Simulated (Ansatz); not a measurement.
# Phonons of ZrZn (Pm-3m) against volume, part 2 of 2

Does ZrZn (Pm-3m) expand much on heating, by its phonons?

Ansatz 0.2.0; DFT PBEsol, scalar-relativistic, plane waves, PAW; PAW set soft_1.

So far, highest frequency on path, mesh or solved points (cm⁻¹): step 2 (response at finite wavevector) 254; step 4 (phonons at the other volume, volume ratio 0.97) 267.

## 5. Relaxing at another volume, volume ratio 1.03

The volume is scaled by 1.03 and held; symmetry leaves nothing to relax, so this is a single point. The modes can then be followed against volume.

input.yaml reads:

```yaml
crystal:
  lattice:
    - [3.3251277347, 0.0, 0.0]
    - [0.0, 3.3251277347, 0.0]
    - [0.0, 0.0, 3.3251277347]
  atoms:
    - { symbol: Zr, position: [0.5, 0.5, 0.5] }
    - { symbol: Zn, position: [0.0, 0.0, 0.0] }
kpoints:
  mp_grid: { grid: [12, 12, 12] }
hamiltonian:
  xc: pbesol
  pseudopotentials: { kind: paw, azcp: { folder: soft_1 }, xc_functional: pbe }
scf:
  occupations: { method: methfessel_paxton, width: 0.2 }
output:
  forces: true
  stress: true
  eigenvalues: true
```

Run with:

```bash
$ ansatz run input.yaml --threads 4 --pin off --max-ram 10240MiB --backend cpu --events-out ev --progress --plain --runs-dir out
```

Output:

```text
[...]
Crystal: 2 atoms, lattice volume = 36.764 Å³
Basis set: ecut = 420 eV, 739 PW (Γ), exchange–correlation on 48×48×48 points (8 copies of the dense FFT grid, shifted against one another)
Bands: 16, of which v1, the nominal top of the filled ones, is band 12 counted from 1 (11 counted from 0)
Symmetry: 48 space group operations
[...]
k-points: 84 of 1728
[...]
--- Band table (eV; the first three rows and the last of 84) ---
  k-point 0: bands = [... 8 lower, 6.2106, 6.2106, 12.2488, 12.2488, 16.6205, 16.6205, 16.6205, 18.6265]
  k-point 1: bands = [... 8 lower, 6.2075, 6.2134, 12.2647, 12.2659, 16.1985, 16.1985, 16.6237, 18.2040]
  k-point 2: bands = [... 8 lower, 6.1994, 6.2209, 12.2235, 12.3095, 15.4640, 15.4640, 16.6327, 17.4434]
  k-point 83: bands = [... 8 lower, 6.4380, 10.4005, 10.4005, 10.4005, 13.5186, 18.1130, 18.1130, 18.9784]
[key lines of the parts left out:]
SCF converged after 9 iterations
Free energy (F): -7410.156128 eV
Fermi energy:    13.145445 eV
P = ⅓ Tr σ = -3.2849 GPa (-32.849 kbar)
```

Run time: 0.89 s. Hardware: 4 threads of Arm Neoverse V2, shared host; peak memory 0.35 GiB; 3 s of CPU time.

Numbers from this step:

* pressure: -3.285 GPa
* volume per atom: 18.38 Å³

The run ends at a pressure of -3.28 GPa.

## 6. Phonons at the other volume, volume ratio 1.03

The phonons are repeated at this volume on the same meshes, so that differences come from the volume alone.

input.yaml, as its differences from that of step 5:

```diff
@@ -16,4 +16,11 @@
 output:
-  forces: true
-  stress: true
   eigenvalues: true
+phonons:
+  method: dfpt
+  qmesh: [4, 4, 4]
+  temperatures: { t_max: 1000, t_step: 50 }
+  qpath:
+    path:
+      - [[0.0, 0.0, 0.0], [0.0, 0.5, 0.0], [0.5, 0.5, 0.0], [0.0, 0.0, 0.0], [0.5, 0.5, 0.5], [0.0, 0.5, 0.0]]
+      - [[0.5, 0.5, 0.5], [0.5, 0.5, 0.0]]
+    npoints: 10
```

Output:

```text
[...]
Crystal: 2 atoms, lattice volume = 36.764 Å³
Basis set: ecut = 420 eV, 739 PW (Γ), exchange–correlation on 48×48×48 points (8 copies of the dense FFT grid, shifted against one another)
Bands: 16, of which v1, the nominal top of the filled ones, is band 12 counted from 1 (11 counted from 0)
Symmetry: 48 space group operations
k-points: 84 of 1728
[...]
k-point 83: bands = [... 8 lower, 6.4379, 10.4005, 10.4005, 10.4005, 13.5186, 18.1130, 18.1130, 18.9784]
[...]
ASR residual: 6.865e-5 → 0.000e0 eV/Å²; symmetrization residual: 3.313e-6 eV/Å²
  ASR residual per site (eV/Å²): 1.83e-5 6.87e-5
  Γ frequencies (cm⁻¹): 0.00 0.00 0.00 169.20 169.20 169.20
--- Phonons (arbitrary-q DFPT): 10 irreducible q on the 4×4×4 mesh ---
[...]
interpolated dispersion: 62 rows × 6 modes
[...]
[key lines of the parts left out:]
SCF converged after 10 iterations
Free energy (F): -7410.156128 eV
Fermi energy:    13.145450 eV
```

Wall time 3.6 min (4 threads); peak memory 1.8 GiB.

This step gave:

| Quantity | Value |
| --- | --- |
| sum-rule residual before enforcement | 6.87e-5 eV/Å² |
| highest frequency on path, mesh or solved points | 241.7 cm⁻¹ |
| mean frequency | 143.3 cm⁻¹ |
| Debye temperature (second moment) | 284 K |
| logarithmic mean frequency | 132.1 cm⁻¹ |
| highest optical mode at the zone centre (no LO-TO term) | 169.2 cm⁻¹ |
| lowest optical zone-centre mode | 169.2 cm⁻¹ |
| lowest mode on the q mesh (acoustic modes at Γ apart) | 45.64 cm⁻¹ |
| zero-point energy per atom | 26.64 meV |
| heat capacity at 300 K | 23.87 J/(mol atoms K) |
| vibrational entropy at 300 K | 36.87 J/(mol atoms K) |

Frequencies (cm⁻¹) solved at each irreducible wavevector; negative means imaginary. Frequencies by wavevector, by row:

| q in reciprocal lattice units | star | mode 1 | mode 2 | mode 3 | mode 4 | mode 5 | mode 6 |
| --- | --- | --- | --- | --- | --- | --- | --- |
| 0 0 0 | 1 | 0 | 0 | 0 | 169.2 | 169.2 | 169.2 |
| 0 0 0.25 | 6 | 77.1 | 77.1 | 101.2 | 160 | 160 | 181.3 |
| 0 0 -0.5 | 3 | 126.1 | 126.1 | 139.2 | 139.2 | 148.6 | 191.2 |
| 0 0.25 0.25 | 12 | 45.6 | 97.2 | 136.5 | 154.6 | 163.3 | 206.2 |
| 0 0.25 -0.5 | 12 | 83.1 | 101.4 | 109.7 | 140.3 | 209.1 | 220.4 |
| 0 -0.5 -0.5 | 3 | 60.8 | 60.8 | 87.6 | 141.6 | 241.7 | 241.7 |
| 0.25 0.25 0.25 | 8 | 94 | 94 | 102.3 | 187.3 | 194.5 | 194.5 |
| 0.25 0.25 -0.5 | 12 | 61.1 | 106.5 | 144.9 | 167.4 | 208.8 | 222 |
| 0.25 -0.5 -0.5 | 6 | 105.2 | 105.2 | 150.5 | 162.9 | 225.3 | 225.3 |
| -0.5 -0.5 -0.5 | 1 | 153.8 | 153.8 | 153.8 | 194.5 | 194.5 | 194.5 |

The highest optical mode at the zone centre (no LO-TO term) is 169.2 cm⁻¹, -10.4 cm⁻¹ against the base run.

## 7. Grüneisen parameters

The Grüneisen parameter of a mode is minus the logarithmic change of its frequency with volume, −d ln ω / d ln V; weighted by heat capacity it gives the expansion.

Numbers from this step:

```
bulk modulus : 119.1 GPa
```

The phonon branches at the labelled points (cm⁻¹):

| point | branch 1 | branch 2 | branch 3 | branch 4 | branch 5 | branch 6 |
| --- | --- | --- | --- | --- | --- | --- |
| Γ | 0 | 0 | 0 | 180 | 180 | 180 |
| halfway | 80 | 80 | 106 | 169 | 169 | 191 |
| X | 131 | 131 | 147 | 147 | 156 | 201 |
| halfway | 85 | 105 | 114 | 148 | 220 | 232 |
| M | 60 | 60 | 91 | 149 | 254 | 254 |
| halfway | 46 | 101 | 143 | 163 | 172 | 218 |
| Γ | 0 | 0 | 0 | 180 | 180 | 180 |
| halfway | 98 | 98 | 106 | 196 | 205 | 205 |
| R | 160 | 160 | 160 | 206 | 206 | 206 |
| halfway | 62 | 111 | 152 | 176 | 219 | 234 |
| X | 131 | 131 | 147 | 147 | 156 | 201 |
| jump to R | 160 | 160 | 160 | 206 | 206 | 206 |
| halfway | 109 | 109 | 158 | 171 | 237 | 237 |
| M | 60 | 60 | 91 | 149 | 254 | 254 |

The same for volume x 0.97:

| point | branch 1 | branch 2 | branch 3 | branch 4 | branch 5 | branch 6 |
| --- | --- | --- | --- | --- | --- | --- |
| Γ | 0 | 0 | 0 | 190 | 190 | 190 |
| X | 137 | 137 | 155 | 155 | 164 | 212 |
| M | 59 | 59 | 95 | 157 | 267 | 267 |
| Γ | 0 | 0 | 0 | 190 | 190 | 190 |
| R | 167 | 167 | 167 | 217 | 217 | 217 |
| X | 137 | 137 | 155 | 155 | 164 | 212 |
| R | 167 | 167 | 167 | 217 | 217 | 217 |
| M | 59 | 59 | 95 | 157 | 267 | 267 |

The same for volume x 1.03:

| point | branch 1 | branch 2 | branch 3 | branch 4 | branch 5 | branch 6 |
| --- | --- | --- | --- | --- | --- | --- |
| Γ | 0 | 0 | 0 | 169 | 169 | 169 |
| X | 126 | 126 | 139 | 139 | 149 | 191 |
| M | 61 | 61 | 88 | 142 | 242 | 242 |
| Γ | 0 | 0 | 0 | 169 | 169 | 169 |
| R | 154 | 154 | 154 | 194 | 194 | 194 |
| X | 126 | 126 | 139 | 139 | 149 | 191 |
| R | 154 | 154 | 154 | 194 | 194 | 194 |
| M | 61 | 61 | 88 | 142 | 242 | 242 |

The first set of phonon branches as a text plot (rows in cm⁻¹):

```
    262 |
    250 |            *****                                    ***
    239 |           **   **                                  *
    228 |          **      **              *      *****     *
    217 |         *       *  *           *****   ****  *   *
    206 |      *** *          *         *** ******   *  ***
    195 |   ***   *        **  *     ****         *   *    *
    184 |***                    *****              *   *    *
    173 | ***                ****  *   *            *   *    *
    161 |    ** **         *****    *        ******  *   *****
    150 |      ************          **     **  *  *******    ***
    139 |     *  *           **                  *     **  *
    128 |    * ****        **        ***   **     *    * *  * *
    117 |          *                     **       ** ** *      *
    106 |   * *   * **   ***** *        *  *        *        *
     95 |    *     ** ***           *   ***            *        *
     84 |   *        *   *    *        *           *          *
     72 |           *** *      **                     *        *
     61 |  *          ****           **             *           *
     50 |  *              ****  *  *                 *
     39 | *                   ** *  *
     28 |**                     **
     17 |*                       * *
      6 |                         *
         Γ      X      M          Γ            R        X|R     M
```

Mode Grueneisen parameter -dln(w)/dln(V), modes matched by rank; at Γ the acoustic branches take the value of a neighbouring point of the path. Mode grüneisen parameters along the path, in :

| point | branch 1 | branch 2 | branch 3 | branch 4 | branch 5 | branch 6 |
| --- | --- | --- | --- | --- | --- | --- |
| Γ | 1.10 | 1.10 | 1.50 | 1.97 | 1.97 | 1.97 |
| halfway | 1.19 | 1.19 | 1.61 | 1.88 | 1.88 | 1.71 |
| X | 1.34 | 1.34 | 1.74 | 1.74 | 1.60 | 1.70 |
| halfway | 0.90 | 1.22 | 1.37 | 1.75 | 1.62 | 1.70 |
| M | -0.39 | -0.39 | 1.30 | 1.73 | 1.67 | 1.67 |
| halfway | 0.40 | 1.30 | 1.52 | 1.80 | 1.62 | 1.78 |
| Γ | 0.25 | 1.13 | 1.54 | 1.97 | 1.97 | 1.97 |
| halfway | 1.34 | 1.34 | 1.06 | 1.55 | 1.74 | 1.74 |
| R | 1.41 | 1.41 | 1.41 | 1.82 | 1.82 | 1.82 |
| halfway | 0.27 | 1.32 | 1.65 | 1.62 | 1.57 | 1.70 |
| X | 1.34 | 1.34 | 1.74 | 1.74 | 1.60 | 1.70 |
| jump to R | 1.41 | 1.41 | 1.41 | 1.82 | 1.82 | 1.82 |
| halfway | 1.29 | 1.29 | 1.53 | 1.52 | 1.69 | 1.69 |
| M | -0.39 | -0.39 | 1.30 | 1.73 | 1.67 | 1.67 |

The mode Grüneisen parameters as a text plot (rows in , shown from -0.3 to 2.0 only):

```
   1.92 |****                  ******
   1.83 |  * **              ****   ****     ****         *
   1.73 |   *  **************  *        ******  ********** *** **
   1.63 |   *****  ************      ***   **    *****   *  * ***
   1.54 |***     **          * ******** *****     * *****   **
   1.44 |                                ** *******   **  **  *
   1.34 |      ***************         **         ****  **  *  **
   1.25 |    **   *           *        *                     *
   1.15 |  **                  * **  **    *           *
   1.05 |**        *      *     *       *
   0.96 |           *               *    **        *
   0.86 |
   0.76 |                          *                          *
   0.67 |           **   *                            *
   0.57 |
   0.47 |                     **
   0.38 |            *       *  *                              *
   0.28 |                        **                 *
   0.18 |             *    **
   0.09 |               *
  -0.01 |             *
  -0.11 |                 *                          *
  -0.20 |                *                                      *
  -0.30 |               *
         Γ      X      M          Γ            R        X|R     M
```

(dS/dlnV)/C_V. Thermodynamic Grueneisen parameter against temperature:

| temperature (K) | thermodynamic Grueneisen parameter |
| --- | --- |
| 50 | 1.18 |
| 100 | 1.35 |
| 150 | 1.40 |
| 200 | 1.41 |
| 250 | 1.42 |
| 300 | 1.42 |
| 350 | 1.43 |
| 400 | 1.43 |
| 450 | 1.43 |
| 500 | 1.43 |
| 550 | 1.43 |
| 600 | 1.43 |
| 650 | 1.43 |
| 700 | 1.43 |
| 750 | 1.43 |
| 800 | 1.43 |
| 850 | 1.43 |
| 900 | 1.43 |
| 950 | 1.43 |
| 1000 | 1.43 |

Gamma C_V/(B V) at the static volume. Table of volume expansion by temperature:

| temperature (K) | volume expansion (1e-6/K) |
| --- | --- |
| 50 | 7.39 |
| 100 | 18.0 |
| 150 | 22.6 |
| 200 | 24.7 |
| 250 | 25.8 |
| 300 | 26.4 |
| 350 | 26.8 |
| 400 | 27.1 |
| 450 | 27.2 |
| 500 | 27.3 |
| 550 | 27.4 |
| 600 | 27.5 |
| 650 | 27.6 |
| 700 | 27.6 |
| 750 | 27.6 |
| 800 | 27.7 |
| 850 | 27.7 |
| 900 | 27.7 |
| 950 | 27.8 |
| 1000 | 27.8 |

## 8. Summary of results

```
bulk modulus                               : 119 GPa
thermodynamic Grüneisen parameter at 300 K : 1.423
volume expansion at 300 K, estimated       : 26.41 × 10⁻⁶ K⁻¹
```

In words: By this estimate the volume grows by 26.4 × 10⁻⁶ per kelvin at 300 K. The highest optical mode at Γ goes from 190 to 169 cm⁻¹ as the cell grows, a Grüneisen parameter of 1.97. Mode parameters on the path run from -0.39 to 2.0, with a median of 1.6. Modes with negative values stiffen as the cell grows and pull against the expansion. Branches are matched by rank, so values near crossings are rough. The expansion is the Grüneisen estimate at the static volume, with the static bulk modulus. With no gap, or one that is small against the smearing, the frequencies hang on the k mesh and the smearing, most of all near Kohn anomalies. The PAW files were made for PBE and serve the other functionals too.

[Long decimals in the printed logs are rounded to 6 places.]

[Logs are printed without paths, hosts, clocks, repeated set-up lines and the standing remarks that a program may print on its own settings, such as how far it seeks lower states.]

[Hosts, paths, dates, database ids (printed as entryN), source tags and the programs' standing remarks are cut or masked in the printed files.]

[Where the starting crystal was built by hand or by swapping elements, it need not be the compound's stable phase.]
